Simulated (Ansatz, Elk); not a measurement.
# How far do independent atoms describe NaRhSO?

The structure of NaRhSO used here is made up (a known structure type with other elements) and was relaxed beforehand with PBE. The aim is the Fourier transform of its all-electron density, F(hkl), set beside the sum over free spherical atoms that refinements use.

Method: DFT, PBE, all-electron APW+lo, Dirac cores, scalar-relativistic bands, static density, no spin, in Elk 11.2.3 (patched build).

The structure was built from a prototype and need not be the compound's stable phase.

### Step 1. Set-up

Symmetry: R3m, No. 160, trigonal system. Conventional cell: a = 3.440 Å, b = 3.440 Å, c = 18.880 Å, α = 90.00°, β = 90.00°, γ = 120.00°. Rh has 3 O at 2.23 Å and 3 S at 2.28 Å nearest. Nearest to S lie 3 Rh at 2.28 Å and 3 Na at 2.84 Å. Nearest to Na lie 1 O at 2.14 Å and 3 S at 2.84 Å. O has 1 Na at 2.14 Å and 3 Rh at 2.23 Å nearest. Farther neighbours and most contacts between anions are not listed.

### Step 2. Ground state and structure factors

An all-electron density is needed, since X-rays see the cores too. Task 0 finds the density and task 195 Fourier-transforms it; tshift is off so that phases refer to the origin typed.

File elk.in:

```
tasks
  0
  195

xctype
  20

spinpol
  .false.

rgkmax
  7.0

gmaxvr
  14.0

lmaxo
  7

lmaxapw
  8

swidth
  0.002

tshift
  .false.

ramdisk
  .false.

hmaxvr
  5.5

maxscl
  120

epspot
  1e-06

sppath
  './'

avec
  3.24991947412 1.87634188354 11.89273076406
  -3.24991947412 1.87634188354 11.89273076406
  0.00000000000 -3.75268376614 11.89273076421

atoms
  4
  'Rh.in'
  1
  0.9969949169 0.9969949169 0.9969949169   0.000000 0.000000 0.000000
  'S.in'
  1
  0.7225485262 0.7225485262 0.7225485262   0.000000 0.000000 0.000000
  'Na.in'
  1
  0.1632129937 0.1632129937 0.1632129937   0.000000 0.000000 0.000000
  'O.in'
  1
  0.2768102302 0.2768102302 0.2768102302   0.000000 0.000000 0.000000

ngridk
  8 8 8
```

Command:

```bash
$ OMP_NUM_THREADS=4 elk
```

Numbers of over 12 decimals in the logs are rounded to 6 here.

Log:

```text
┌─────────────────────────┐
│ Elk code version 11.2.3 │
└─────────────────────────┘

All units are atomic (Hartree, Bohr, etc.)

┌─────────────────────────────────────────────────┐
│ Ground-state run starting from atomic densities │
└─────────────────────────────────────────────────┘

Lattice vectors :
   3.249919474       1.876341884       11.89273076
  -3.249919474       1.876341884       11.89273076
   0.000000000      -3.752683766       11.89273076

Reciprocal lattice vectors :
  0.9666678447      0.5581059404      0.1761071653
 -0.9666678447      0.5581059404      0.1761071653
 -0.9192337290E-18  -1.116211881      0.1761071653

Unit cell volume      :    435.1283808
Brillouin zone volume :   0.5700621342

Muffin-tin inner radius fraction :   0.1000000000E-01

Nuclei treated as point charges

Species : 1 (Rh)
 parameters loaded from : Rh.in
 name : rhodium
 nuclear charge    :   -45.00000000
 electronic charge :    45.00000000
 atomic mass :    187585.2511
 muffin-tin radius :    2.302508503
 number of radial points in muffin-tin :   1193
 inner part over the whole radius :   0.9883640741E-02
 number on inner part of muffin-tin    :    846
 approximate nuclear radius :   0.8524867730E-04
 number of mesh points to nuclear radius :    426
 atomic positions (lattice), magnetic fields (Cartesian) :
  1 :   0.99699492  0.99699492  0.99699492    0.00000000  0.00000000  0.00000000

Species : 2 (S)
 parameters loaded from : S.in
 name : sulphur
 nuclear charge    :   -16.00000000
 electronic charge :    16.00000000
 atomic mass :    58450.91931
 muffin-tin radius :    1.948276425
 number of radial points in muffin-tin :    793
 inner part over the whole radius :   0.9874213266E-02
 number on inner part of muffin-tin    :    552
 approximate nuclear radius :   0.6195814986E-04
 number of mesh points to nuclear radius :    253
 atomic positions (lattice), magnetic fields (Cartesian) :
  1 :   0.72254853  0.72254853  0.72254853    0.00000000  0.00000000  0.00000000

Species : 3 (Na)
 parameters loaded from : Na.in
 name : sodium
 nuclear charge    :   -11.00000000
 electronic charge :    11.00000000
 atomic mass :    41907.78703
 muffin-tin radius :    2.200000000
 number of radial points in muffin-tin :    793
 inner part over the whole radius :   0.9883648912E-02
 number on inner part of muffin-tin    :    551
 approximate nuclear radius :   0.5574345702E-04
 number of mesh points to nuclear radius :    238
 atomic positions (lattice), magnetic fields (Cartesian) :
  1 :   0.16321299  0.16321299  0.16321299    0.00000000  0.00000000  0.00000000

Species : 4 (O)
 parameters loaded from : O.in
 name : oxygen
 nuclear charge    :   -8.000000000
 electronic charge :    8.000000000
 atomic mass :    29165.12205
 muffin-tin radius :    1.800000000
 number of radial points in muffin-tin :    593
 inner part over the whole radius :   0.9958443124E-02
 number on inner part of muffin-tin    :    408
 approximate nuclear radius :   0.5115538663E-04
 number of mesh points to nuclear radius :    173
 atomic positions (lattice), magnetic fields (Cartesian) :
  1 :   0.27681023  0.27681023  0.27681023    0.00000000  0.00000000  0.00000000

Total number of atoms per unit cell :    4
Total muffin-tin volume :    151.1402803
 ratio of muffin-tin to unit cell volume :   0.3473464084

Spin treatment :
 spin-unpolarised

Number of Bravais lattice symmetries :   12
Number of crystal symmetries         :    6
Crystal has no inversion symmetry
Complex Hermitian eigensolver will be used

k-point grid :      8     8     8
k-point offset :    0.000000000       0.000000000       0.000000000
k-point set is reduced with full crystal symmetry group
Total number of k-points :      120

Muffin-tin radius times maximum |G+k| :    7.000000000
 using average radius
Maximum |G+k| for APW functions       :    3.393616516
Maximum (1/2)|G+k|²                   :    5.758316529
Maximum |G| for potential and density :    14.00000000
Constant for pseudocharge density :    8
[...]
total energy                :     -5422.7903063112

Density of states at Fermi energy :   0.1408340183E-02
 (states/Hartree/unit cell)

Estimated indirect band gap :   0.4155364788E-01
 from k-point 1 to k-point 67
Estimated direct band gap   :   0.5079596824E-01
 at k-point 67

Charges :
 core                        :    42.00000000
 valence                     :    38.00000000
 interstitial                :    5.312609742
 muffin-tins (core leakage)
  species : 1 (Rh)
   atom 1                    :    42.42678813     ( -0.1300996288E-06)
  species : 2 (S)
   atom 1                    :    13.93536317     (  0.3770822865E-03)
  species : 3 (Na)
[...]
species : 4 (O)
[...]
total in muffin-tins        :    74.68739026
 total calculated charge     :    79.99870496
 total charge                :    80.00000000
 error                       :   0.1295035102E-02

RMS change in Kohn-Sham potential (target) :   0.8548540173     (  0.1000000000E-05)
Absolute change in total energy (target)   :   0.3275197274     (  0.1000000000E-03)

[... loops 3 to 17 left out ...]

┌──────────────────┐
│ Loop number : 18 │
└──────────────────┘

Energies :
 Fermi                       :     0.192321
 sum of occupied eigenvalues :     -3207.2658030370
 electron kinetic            :      5626.3002847314
 core electron kinetic       :      5395.9324646003
 Coulomb                     :     -10860.937058640
 Coulomb potential           :     -8589.6153900590
 nuclear-nuclear             :     -496.96032529975
 electron-nuclear            :     -12151.037646685
 Hartree                     :      1787.0609133450
 Madelung                    :     -6566.1293636103
 xc potential                :     -243.95069770928
 exchange                    :     -183.84585129799
 correlation                 :     -3.703681
 electron entropic           :    -0.34057618950351E-06
 total energy                :     -5422.1863070439

Density of states at Fermi energy :   0.7556066175E-02
 (states/Hartree/unit cell)

Estimated indirect band gap :   0.3691543487E-01
 from k-point 87 to k-point 67
Estimated direct band gap   :   0.3996431160E-01
 at k-point 67

Charges :
 core                        :    42.00000000
 valence                     :    38.00000000
 interstitial                :    5.366995718
 muffin-tins (core leakage)
  species : 1 (Rh)
[...]
species : 2 (S)
[...]
species : 3 (Na)
[...]
species : 4 (O)
[...]
total in muffin-tins        :    74.63300428
 total calculated charge     :    79.99867531
 total charge                :    80.00000000
 error                       :   0.1324694296E-02

RMS change in Kohn-Sham potential (target) :   0.4976910387E-06 (  0.1000000000E-05)
Absolute change in total energy (target)   :   0.9190684978E-05 (  0.1000000000E-03)

Convergence targets achieved

┌──────────────────┐
│ Loop number : 19 │
└──────────────────┘

Energies :
 Fermi                       :     0.192321
 sum of occupied eigenvalues :     -3207.2658099596
 electron kinetic            :      5626.3002777536
 core electron kinetic       :      5395.9324609476
 Coulomb                     :     -10860.937056651
 Coulomb potential           :     -8589.6153930907
 nuclear-nuclear             :     -496.96032529975
 electron-nuclear            :     -12151.037639645
 Hartree                     :      1787.0609082938
 Madelung                    :     -6566.1293601052
 xc potential                :     -243.95069462261
 exchange                    :     -183.84585123404
 correlation                 :     -3.703682
 electron entropic           :    -0.34058173368648E-06
 total energy                :     -5422.1863119754

Density of states at Fermi energy :   0.7556205221E-02
 (states/Hartree/unit cell)

Estimated indirect band gap :   0.3691535422E-01
 from k-point 87 to k-point 67
Estimated direct band gap   :   0.3996422879E-01
 at k-point 67

Charges :
 core                        :    42.00000000
 valence                     :    38.00000000
 interstitial                :    5.366995674
 muffin-tins (core leakage)
  species : 1 (Rh)
[...]
species : 2 (S)
   atom 1                    :    13.79210475     (  0.3752683174E-03)
  species : 3 (Na)
   atom 1                    :    10.09181867     ( -0.9715865446E-07)
  species : 4 (O)
   atom 1                    :    7.566335362     ( -0.2726369113E-06)
 total in muffin-tins        :    74.63300433
 total calculated charge     :    79.99867531
 total charge                :    80.00000000
 error                       :   0.1324694570E-02

┌──────────────────────────────┐
│ Self-consistent loop stopped │
└──────────────────────────────┘

Warning : core states of species 2 leak from the muffin-tin :   0.3752683174E-03

Wrote STATE.OUT
```

The job ended after 86 s (4 threads of Intel Xeon Platinum 8259CL at 2.50GHz (Skylake/Cascade Lake), shared host; peak memory 0.2 GiB).

SFACRHO.OUT:

```text

h k l indices transformed by vhmat matrix:
   1.000000000       0.000000000       0.000000000    
   0.000000000       1.000000000       0.000000000    
   0.000000000       0.000000000       1.000000000    

      h      k      l  multipl.   |H|            Re(F)            Im(F)           |F|

      0      0      0      1   0.0000000       80.000001      0.83924708E-16   80.000001    
     -1     -1     -1      1  0.52832150       43.843163      -4.4512749       44.068547    
      1      1      1      1  0.52832150       43.843163       4.4512749       44.068547    
      2      2      2      1   1.0566430       36.898186     -0.25952604       36.899099    
     -2     -2     -2      1   1.0566430       36.898186      0.25952604       36.899099    
      0      1      0      3   1.1300189       39.193330       1.1541568       39.210320    
     -1      0      0      3   1.1300189       39.193330      -1.1541568       39.210320    
      0     -1     -1      3   1.1704631       16.114299      -8.2916740       18.122431    
      1      1      0      3   1.1704631       16.114299       8.2916740       18.122431    
      1      1      2      3   1.3199048       44.410872      -12.944306       46.258843    
     -2     -1     -1      3   1.3199048       44.410872       12.944306       46.258843    
      1      2      2      3   1.4217146       25.951770      -13.973562       29.474647    
     -1     -2     -2      3   1.4217146       25.951770       13.973562       29.474647    
      3      3      3      1   1.5849645       10.490103      -3.8600727       11.177765    
     -3     -3     -3      1   1.5849645       10.490103       3.8600727       11.177765    
     -2     -3     -2      3   1.6630099       51.242404      -3.2352263       51.344432    
      3      2      2      3   1.6630099       51.242404       3.2352263       51.344432    
     -3     -2     -3      3   1.7974448       31.989739       2.8416184       32.115700
```

Elk indexes on the primitive cell of elk.in and gives |H| = 4π sin θ/λ in inverse bohr. Below, one row stands for each form hkl of the conventional cell (m members, Friedel mates merged), F is for one primitive cell and the density is static (no thermal factor). Free-atom factors are Waasmaier and Kirfel's, and R is Σm||F|−|F'||/Σm|F|.

| hkl | m | sin θ/λ (Å⁻¹) | abs F, DFT | neutral atoms | diff. | abs of complex diff. |
| --- | --- | --- | --- | --- | --- | --- |
| 003 | 2 | 0.079 | 44.069 | 43.900 | +0.168 | 0.183 |
| 006 | 2 | 0.159 | 36.899 | 37.433 | -0.534 | 0.535 |
| 101 | 6 | 0.170 | 39.210 | 39.309 | -0.099 | 0.163 |
| 012 | 6 | 0.176 | 18.122 | 18.610 | -0.488 | 0.561 |
| 104 | 6 | 0.199 | 46.259 | 46.202 | +0.057 | 0.241 |
| 015 | 6 | 0.214 | 29.475 | 29.820 | -0.346 | 0.350 |
| 009 | 2 | 0.238 | 11.178 | 11.390 | -0.212 | 0.302 |
| 107 | 6 | 0.250 | 51.344 | 51.560 | -0.215 | 0.216 |
| 018 | 6 | 0.270 | 32.116 | 32.244 | -0.129 | 0.152 |
| 110 | 6 | 0.291 | 51.506 | 51.554 | -0.048 | 0.048 |
| 113 | 12 | 0.301 | 30.214 | 30.293 | -0.079 | 0.092 |
| 1 0 10 | 6 | 0.314 | 27.287 | 27.388 | -0.101 | 0.114 |
| 0 0 12 | 2 | 0.318 | 32.053 | 32.162 | -0.109 | 0.119 |
| 116 | 12 | 0.331 | 28.919 | 29.024 | -0.106 | 0.126 |
| 0 1 11 | 6 | 0.336 | 43.861 | 43.951 | -0.090 | 0.123 |
| 021 | 6 | 0.337 | 30.093 | 30.167 | -0.075 | 0.093 |
| 202 | 6 | 0.340 | 15.653 | 15.758 | -0.105 | 0.163 |
| 024 | 6 | 0.352 | 35.430 | 35.380 | +0.050 | 0.053 |
| 205 | 6 | 0.361 | 24.279 | 24.194 | +0.084 | 0.101 |
| 119 | 12 | 0.376 | 10.581 | 10.500 | +0.082 | 0.085 |
| 1 0 13 | 6 | 0.383 | 21.557 | 21.468 | +0.089 | 0.090 |
| 027 | 6 | 0.384 | 40.887 | 40.801 | +0.086 | 0.116 |

### Step 3. The highest occupied states alone

An energy window below the Fermi level keeps the highest occupied states, to see at which angles they scatter; shallow core shells can lie inside it and anion s states outside. No new self-consistency is needed.

elk.in: that of step 2 with these lines changed.

```diff
@@ -1,3 +1,2 @@
 tasks
-  0
   195
@@ -40,2 +39,5 @@
 
+wsfac
+  -0.248670 0.492320
+
 sppath
```

Command:

```bash
$ OMP_NUM_THREADS=4 elk
```

Log:

```text
┌─────────────────────────────────┐
│ Elk code version 11.2.3 started │
└─────────────────────────────────┘

Info(readinput): the functional depends on the density's gradient
 muffin-tin radial points multiplied by    2.00000
 (not where nrmtscf is given)

┌────────────────────┐
│ Current task : 195 │
└────────────────────┘
Info(checkmt): changed muffin-tin radius of species 1 (Rh) from   2.6000 to   2.3025
Info(checkmt): changed muffin-tin radius of species 2 (S) from   2.2000 to   1.9483

Info(sfacrho): density structure factors written to SFACRHO.OUT

 Energy window :  -0.2486700000      0.4923200000

┌──────────────────┐
│ Elk code stopped │
└──────────────────┘
```

Elapsed: 9.2 s, on 4 threads; peak memory 0.16 GiB; 13 s of CPU time.

States within 12 eV below the Fermi level hold 18.00 electrons; any levels below the window count with the cores. Their amplitudes can exceed the total, where window and core parts have opposite phase:

| hkl | sin θ/λ (Å⁻¹) | abs F, window | abs F, all |
| --- | --- | --- | --- |
| 003 | 0.079 | 10.458 | 44.069 |
| 006 | 0.159 | 2.236 | 36.899 |
| 101 | 0.170 | 3.831 | 39.210 |
| 012 | 0.176 | 0.628 | 18.122 |
| 104 | 0.199 | 6.501 | 46.259 |
| 015 | 0.214 | 1.041 | 29.475 |
| 009 | 0.238 | 0.280 | 11.178 |
| 107 | 0.250 | 4.312 | 51.344 |
| 018 | 0.270 | 2.593 | 32.116 |
| 110 | 0.291 | 3.253 | 51.506 |

(Part 1 of 2 ends here.)

[Logs are printed without paths, hosts, clocks, repeated set-up lines and the standing remarks that a program may print on its own settings, such as how far it seeks lower states.]

[Hosts, paths, dates, database ids (printed as entryN), source tags and the programs' standing remarks are cut or masked in the printed files.]
